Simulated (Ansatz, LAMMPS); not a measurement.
# Glassy 68SiO2-14MgO-11ZnO-7BaO (mol %) (75 atoms): geometry optimisation, part 3 of 3

Aim: bring glassy 68SiO2-14MgO-11ZnO-7BaO (mol %) (75 atoms) to a nearby minimum of the energy and see what moves.

Ansatz 0.2.0; Kohn-Sham DFT, PBE, PAW (set soft_2), plane waves.

The cell: 19 Si, 4 Mg, 3 Zn, 2 Ba and 47 O. The quench rate of 25 K/ps is orders of magnitude faster than experiment. The network of bonds at the start is that of the classical potential that made the cell. Only the Γ point is sampled, in a cell whose shortest periodic width is 10 Å. Spin–orbit coupling is left out.

So far, density (g/cm³): step 5 (structure statistics after relaxation) 2.67.

### Step 6. Single point at the relaxed geometry

One more single point at the end of the walk gives the fuller output and checks the residual forces.

The input, input.yaml:

```yaml
crystal:
  lattice:
    - [10.4854, 0.0, 0.0]
    - [0.0, 10.4854, 0.0]
    - [0.0, 0.0, 10.4854]
  atoms:
    - { symbol: Si, position: [0.50158, 0.6674, 0.59266] }
    - { symbol: Si, position: [0.53197, 0.21891, 0.50458] }
    - { symbol: Si, position: [0.34228, 0.29809, 0.28524] }
    - { symbol: Si, position: [0.65068, 0.90206, 0.16025] }
    - { symbol: Si, position: [0.20498, 0.99858, 0.54461] }
    - { symbol: Si, position: [0.54, 0.96171, 0.68317] }
    - { symbol: Si, position: [0.06002, 0.91844, 0.895] }
    - { symbol: Si, position: [0.08827, 0.90415, 0.17709] }
    - { symbol: Si, position: [0.30206, 0.071, 0.81095] }
    - { symbol: Si, position: [0.46892, 0.57043, 0.88423] }
    - { symbol: Si, position: [0.18573, 0.64182, 0.86771] }
    - { symbol: Si, position: [0.07124, 0.15886, 0.34705] }
    - { symbol: Si, position: [0.85626, 0.3161, 0.84639] }
    - { symbol: Si, position: [0.3114, 0.59508, 0.36474] }
    - { symbol: Si, position: [0.9707, 0.51969, 0.03347] }
    - { symbol: Si, position: [0.41692, 0.28448, 0.98393] }
    - { symbol: Si, position: [0.0146, 0.63325, 0.3075] }
    - { symbol: Si, position: [0.69155, 0.19074, 0.04798] }
    - { symbol: Si, position: [0.7139, 0.65303, 0.05686] }
    - { symbol: Mg, position: [0.78155, 0.30349, 0.32513] }
    - { symbol: Mg, position: [0.37298, 0.89617, 0.29292] }
    - { symbol: Mg, position: [0.7761, 0.95821, 0.91048] }
    - { symbol: Mg, position: [0.724, 0.68429, 0.36312] }
    - { symbol: Zn, position: [0.63572, 0.41649, 0.63872] }
    - { symbol: Zn, position: [0.36545, 0.77065, 0.08391] }
    - { symbol: Zn, position: [0.18316, 0.7061, 0.58955] }
    - { symbol: Ba, position: [0.85464, 0.07828, 0.60611] }
    - { symbol: Ba, position: [0.17152, 0.33795, 0.65208] }
    - { symbol: O, position: [0.42929, 0.98383, 0.79553] }
    - { symbol: O, position: [0.74513, 0.40188, 0.78087] }
    - { symbol: O, position: [0.1917, 0.58058, 0.72586] }
    - { symbol: O, position: [0.15321, 0.60355, 0.39331] }
    - { symbol: O, position: [0.3618, 0.29157, 0.12993] }
    - { symbol: O, position: [0.93726, 0.95477, 0.8131] }
    - { symbol: O, position: [0.03588, 0.77804, 0.25197] }
    - { symbol: O, position: [0.12305, 0.77973, 0.8619] }
    - { symbol: O, position: [0.69901, 0.86794, 0.30067] }
    - { symbol: O, position: [0.55, 0.20945, 0.98321] }
    - { symbol: O, position: [0.68136, 0.26123, 0.47753] }
    - { symbol: O, position: [0.70235, 0.037, 0.08813] }
    - { symbol: O, position: [0.50541, 0.82128, 0.61669] }
    - { symbol: O, position: [0.24018, 0.8943, 0.15249] }
    - { symbol: O, position: [0.71857, 0.28696, 0.15946] }
    - { symbol: O, position: [0.68937, 0.60579, 0.19761] }
    - { symbol: O, position: [0.18498, 0.01183, 0.89018] }
    - { symbol: O, position: [0.48569, 0.59063, 0.73112] }
    - { symbol: O, position: [0.59252, 0.61605, 0.96047] }
    - { symbol: O, position: [0.47425, 0.32533, 0.60166] }
    - { symbol: O, position: [0.78956, 0.18837, 0.92223] }
    - { symbol: O, position: [0.53825, 0.07308, 0.57034] }
    - { symbol: O, position: [0.05625, 0.03589, 0.25402] }
    - { symbol: O, position: [0.93243, 0.3839, 0.96964] }
    - { symbol: O, position: [0.67704, 0.96086, 0.75029] }
    - { symbol: O, position: [0.71459, 0.81249, 0.04131] }
    - { symbol: O, position: [0.34659, 0.4477, 0.33241] }
    - { symbol: O, position: [0.33955, 0.66136, 0.92779] }
    - { symbol: O, position: [0.25437, 0.09716, 0.66388] }
    - { symbol: O, position: [0.89746, 0.62406, 0.40231] }
    - { symbol: O, position: [0.94689, 0.24343, 0.36421] }
    - { symbol: O, position: [0.11051, 0.55394, 0.96866] }
    - { symbol: O, position: [0.36279, 0.6379, 0.51259] }
    - { symbol: O, position: [0.85438, 0.61694, 0.99593] }
    - { symbol: O, position: [0.31086, 0.97086, 0.44149] }
    - { symbol: O, position: [0.13288, 0.87439, 0.60039] }
    - { symbol: O, position: [0.00872, 0.91414, 0.04309] }
    - { symbol: O, position: [0.49521, 0.89497, 0.14716] }
    - { symbol: O, position: [0.00379, 0.52877, 0.1872] }
    - { symbol: O, position: [0.19987, 0.24398, 0.3166] }
    - { symbol: O, position: [0.09292, 0.10053, 0.49376] }
    - { symbol: O, position: [0.44954, 0.21761, 0.3665] }
    - { symbol: O, position: [0.62098, 0.60584, 0.51899] }
    - { symbol: O, position: [0.42506, 0.42746, 0.92124] }
    - { symbol: O, position: [0.36505, 0.69823, 0.26649] }
    - { symbol: O, position: [0.32407, 0.21054, 0.88015] }
    - { symbol: O, position: [0.95833, 0.265, 0.74119] }
kpoints:
  mp_grid: { grid: [1, 1, 1] }
hamiltonian:
  xc: pbe
scf:
  occupations: { method: fixed }
output:
  forces: true
  stress: true
  populations: true
  dos:
    method: { smearing: { sigma: 0.08 } }
    de: 0.1
    projected: { site_lists: { Ba: [Ba], Mg: [Mg], O: [O], Si: [Si], Zn: [Zn] } }
  eigenvalues: true
  write_density: true
  write_potential: true
  volumetric_format: npy
  elf: true
```

Started as:

```sh
ansatz run input.yaml --threads 4 --pin off --max-ram 8192MiB --backend cpu --events-out ev --progress --plain --runs-dir out
```

Numbers of over 12 decimals in the logs are rounded to 6 here.

The log of the run:

```text
[...]
Crystal: 75 atoms, lattice volume = 1152.803 Å³
Basis set: ecut = 420 eV, 22575 PW (Γ), exchange–correlation on 144×144×144 points (8 copies of the dense FFT grid, shifted against one another)
Bands: 302, of which v1, the nominal top of the filled ones, is band 227 counted from 1 (226 counted from 0)
Symmetry: 1 space group operations
[...]
k-points: 1
[...]
SCF iter   1: F=—  HF=-68379.685740 eV  |F-HF|=—  |Δ(HF+E_count)|=         —  Δρ=2.19e-3  dr2=9.72e-2  ethr=1.77e-3  ⟨swp⟩=4.0  Hψ=1162  notcnv=0  defer=72
[...]
SCF iter   9: F=-68379.673094 eV  HF=-68379.673094 eV  |F-HF|=3.62e-8  |Δ(HF+E_count)|=   1.45e-7  Δρ=2.94e-6  dr2=9.81e-8  ethr=2.20e-11  ⟨swp⟩=24.0  Hψ=3488  notcnv=0
SCF 1 converged in 9 iterations: F = -68379.673094 eV  dr2 = 9.81e-8
[...]
WARN: The input density's exchange-correlation potential varies sharply where the density is thin. Do not read a vacuum level from v_tot or v_xc, or from such a field of the output density. On a cell that repeats whose density bears no net charge and no dipole along the vacuum's axis use v_es (v_loc + v_h of the components); [...]
SCF converged after 9 iterations
Free energy (F): -68379.673094 eV
[...]
Internal energy: -68379.673094 eV  (E = F + TS)
E sigma→0 (E₀):  -68379.673094 eV
Fermi energy:    2.775575 eV
[...]
--- Forces (eV/Å), atoms counted from 1 ---
  atom   1  Si    -0.01504781     0.01146455     0.00390476
  atom   2  Si     0.00295351     0.00445335    -0.00010844
  atom   3  Si     0.01179855     0.00559604    -0.00403374
  atom   4  Si     0.00034608     0.00628973    -0.00892330
  atom   5  Si    -0.01070326     0.00169939    -0.00823869
  atom   6  Si     0.00121322     0.00788051    -0.02022408
  atom   7  Si    -0.00538992     0.01215543     0.00016759
  atom   8  Si     0.01085626     0.02031825     0.00015350
  atom   9  Si    -0.01158495    -0.00741704    -0.00936396
  atom  10  Si    -0.00462094     0.01360537     0.00518679
  atom  11  Si    -0.00241765    -0.00642622     0.00151856
  atom  12  Si     0.00607107     0.00695741     0.01290343
  atom  13  Si     0.03748107    -0.00677331    -0.02797325
  atom  14  Si    -0.00810734    -0.00390803     0.00784893
[...]
atom  74  O     -0.00963743     0.00794549    -0.01717475
  atom  75  O     -0.00992503    -0.00266123     0.00775109
  max |Σ_I F_I| component: 8.93e-5 eV/Å
--- Stress (GPa, compression-positive) ---
       -1.677973      -0.478586      -0.773322
       -0.478585      -1.556044       0.240865
       -0.773321       0.240863      -3.103681
  P = ⅓ Tr σ = -2.1126 GPa (-21.126 kbar)
--- Band table (eV) ---
[...]
--- Löwdin populations: 75 sites ---
  site symbol       q [e]
     0     Si      2.3149
     1     Si      2.3638
     2     Si      2.2255
[...]
74      O      7.0439
  spilling = 0.012068 (of n_electrons = 454.000000)
```

Wall time 14 s (4 threads of Arm Neoverse V2, shared host); peak memory 1.4 GiB; 53 s of CPU time.

The program notes that the exchange-correlation potential is rough where the density is thin.

The run gave:

```
free energy                                      : -68379.6731 eV
free energy per atom                             : -911.7290 eV/atom
SCF cycles                                       : 9
pressure                                         : -2.113 GPa
r.m.s. force component                           : 0.00873 eV/Å
longest force                                    : 0.04726 eV/Å
Fermi energy                                     : 2.776 eV
gap (highest filled to lowest empty level) : 3.361 eV
spilling of the projection                       : 0.01207
```

Löwdin charges by element (they lack the spilled electrons, 0.073 e an atom on average):

```
element  coordination  atoms  mean charge (e)  spread  least    most
     Ba           all      2             1.86  0.0073   1.85    1.86
     Mg           all      4             1.65  0.0106   1.64    1.66
      O           all     47           -0.889   0.100  -1.06  -0.786
     Si           all     19             1.71  0.0464   1.64    1.80
     Zn           all      3             1.49  0.0096   1.48    1.51
```

States in the cell by windows of 1 eV, zero at the Fermi level; the larger projections on atomic orbitals stand beside the total:

```
from (eV)  to (eV)  total   O p  Si p  Zn d
      -10       -9    7.9   5.2   0.4   0.0
       -9       -8    9.0   6.0   0.7   0.0
       -8       -7   13.5   9.5   1.6   0.2
       -7       -6   22.1  15.3   3.3   2.2
       -6       -5   31.2  13.7   2.4  14.1
       -5       -4   33.5  19.8   2.5   8.6
       -4       -3   51.2  41.8   3.3   2.4
       -3       -2   54.7  49.3   1.7   1.2
       -2       -1   51.8  48.2   1.2   0.8
       -1        0   35.9  34.1   0.6   0.3
        0        1    0.8   0.8   0.0   0.0
        1        3    0.0   0.0   0.0   0.0
        3        4    2.0   0.1   0.0   0.0
        4        5    4.0   0.6   0.3   0.0
```

The curve was stored every 0.100 eV, coarse against its broadening of 0.08 eV, so these counts are rough.

With fixed occupations the program's Fermi level is the highest filled level; weight inside the gap is the broadening of levels at its edges.

Between -26 and -10 eV lie 109 more states.

The stored curve holds about 421 of the 454 electrons; the rest, give or take the few that broadening carries across the Fermi level, lie in deeper levels below its range.

The levels nearest the highest filled one (over half full), pooled over k-points and spins:

```csv
level less the highest filled one (eV),occupation
-0.381,2
-0.290,2
-0.250,2
-0.221,2
-0.116,2
0,2
3.36,0
4.49,0
4.61,0
5.28,0
5.55,0
5.61,0
```

Valence density in the bc plane at fractional x = 0.186, with atoms of Si and Zn and Ba and O within 0.2 Å of it. It is the smooth field of the valence electrons, not physical close to the nuclei.

Ten steps, logarithmic in the rise over the least value, from '_' (0 e/Å³) to '@' (29 e/Å³), each cell a mean:
```
::::..______________________..::::::....______________..::
**++--..____________________....::::..............__..::==
****--..______________________......____::::----......--++
++==::..________________________........::------::....::==
::::..________________________..----::......::....______..
____..__________....::..____..--++**==::..________________
__........____..--------::..::==****++::..________________
..::::--::....::----::----....--==++--::::....__........__
..::::::......::--::::----..__....::::==**++::::::----::..
....::....____::--------::..______..::##@@@@==::--====--..
__......________..::::::..__________::++##**--..::----::..
....::....__________________________..::::::..__..........
..........______________________..::::....____________....
........______________________..--++==::..________________
________....----::..__________::==**++--..________________
________..--++**++::__________..--==--::..________________
________..--****++::____________........__________________
__________::====--..______________________________________
____________......______________________________..::::....
______________________________________________..::====--..
______________________________________________..::====--..
________________________________________________..::::::..
__________________________________________________________
______________________________......______________________
```
Columns run along b (10.5 Å), rows up along c (10.5 Å). Atoms in or near the plane, at fractional coordinates: Si at (0.00, 0.54), Si at (0.64, 0.87), Zn at (0.71, 0.59), Ba at (0.34, 0.65), O at (0.58, 0.73), O at (0.01, 0.89), O at (0.24, 0.32).

ELF in the bc plane at fractional x = 0.186, with atoms of Si and Zn and Ba and O within 0.2 Å of it. It is the smooth field of the valence electrons, not physical close to the nuclei.

Ten even steps from '0' (0.00) to '9' (0.86), each cell a mean:
```
88730000000015788752122210147
89940011100003677631367741279
47951012100001234221489962388
89841010000000023321489972278
76410000022100368974357851036
11222002699721698796212210001
14676217999972697586200011100
27998339832793389873111257631
37886239811795146521001389973
14432028988994001110000489984
11321004899972000010001378872
14664200234310011111111244431
23554100000000146763110011223
21221124420000379898410000133
00012589862000379889610000111
00015987984000158987300000000
01015976984000024653000000000
01103799973000001110000013320
00001366631000000000000147752
10000011000000000000000379985
20000000000000000000001489996
10000000000000011000001367874
00000000000001455410000123320
23200000000014788631000000001
```
Columns run along b (10.5 Å), rows up along c (10.5 Å). Atoms in or near the plane, at fractional coordinates: Si at (0.00, 0.54), Si at (0.64, 0.87), Zn at (0.71, 0.59), Ba at (0.34, 0.65), O at (0.58, 0.73), O at (0.01, 0.89), O at (0.24, 0.32).

Mean Löwdin charges: Ba +1.86, Mg +1.65, O -0.89, Si +1.71, Zn +1.49 e (they miss 1.2 % of the electrons, so they add up to more than the cell's charge).

Local excerpt of 10 atoms (numbers count through the whole input) about Ba28, one of the 2 Ba atoms; x, y, z are measured from there.

```csv
atom,x,y,z,distance (Å),Löwdin charge (e)
Ba28,0.00,0.00,0.00,0.00,1.86
O75,-2.24,-0.76,0.93,2.54,-1.04
O31,0.21,2.54,0.77,2.67,-1.00
O57,0.87,-2.52,0.12,2.67,-0.86
O69,-0.82,-2.49,-1.66,3.10,-0.88
O74,1.60,-1.34,2.39,3.17,-0.81
O48,3.17,-0.13,-0.53,3.22,-0.98
Si9,1.37,-2.80,1.67,3.53,1.75
O68,0.30,-0.99,-3.52,3.67,-0.81
Si5,0.35,-3.56,-1.13,3.75,1.64
```

### Step 7. Outcome

```
energy change in the relaxation                  : -47.66 meV/atom
r.m.s. displacement                              : 0.154 Å
largest displacement                             : 0.372 Å
free energy per atom                             : -911.7290 eV/atom
pressure                                         : -2.113 GPa
r.m.s. force component                           : 0.00873 eV/Å
gap (highest filled to lowest empty level) : 3.361 eV
wall time of the 3 DFT runs                      : 95 s
```

In words: Relaxation lowers the energy by 47.7 meV/atom and moves atoms by 0.15 Å r.m.s.; the r.m.s. force component goes from 0.92 to 0.0087 eV/Å, the pressure goes from 1.1 to -2.1 GPa, and the gap from 2.72 to 3.36 eV. From the first step to the last the energy fell by 3.574 eV, and the largest move was 0.37 Å (O40). Between filled and empty levels lie 3.36 eV (at Γ alone); a semilocal functional tends to put such gaps too low. In a disordered cell it changes from sample to sample, and tail or defect levels can set it.

**Limits.** The network of bonds at the start is that of the classical potential that made the cell; in DFT atoms moved by 0.15 Å r.m.s. The pressure of -2.1 GPa shows the cell to be stretched for this functional.

[Logs are printed without paths, hosts, clocks, repeated set-up lines and the standing remarks that a program may print on its own settings, such as how far it seeks lower states.]

[Hosts, paths, dates, database ids (printed as entryN), source tags and the programs' standing remarks are cut or masked in the printed files.]
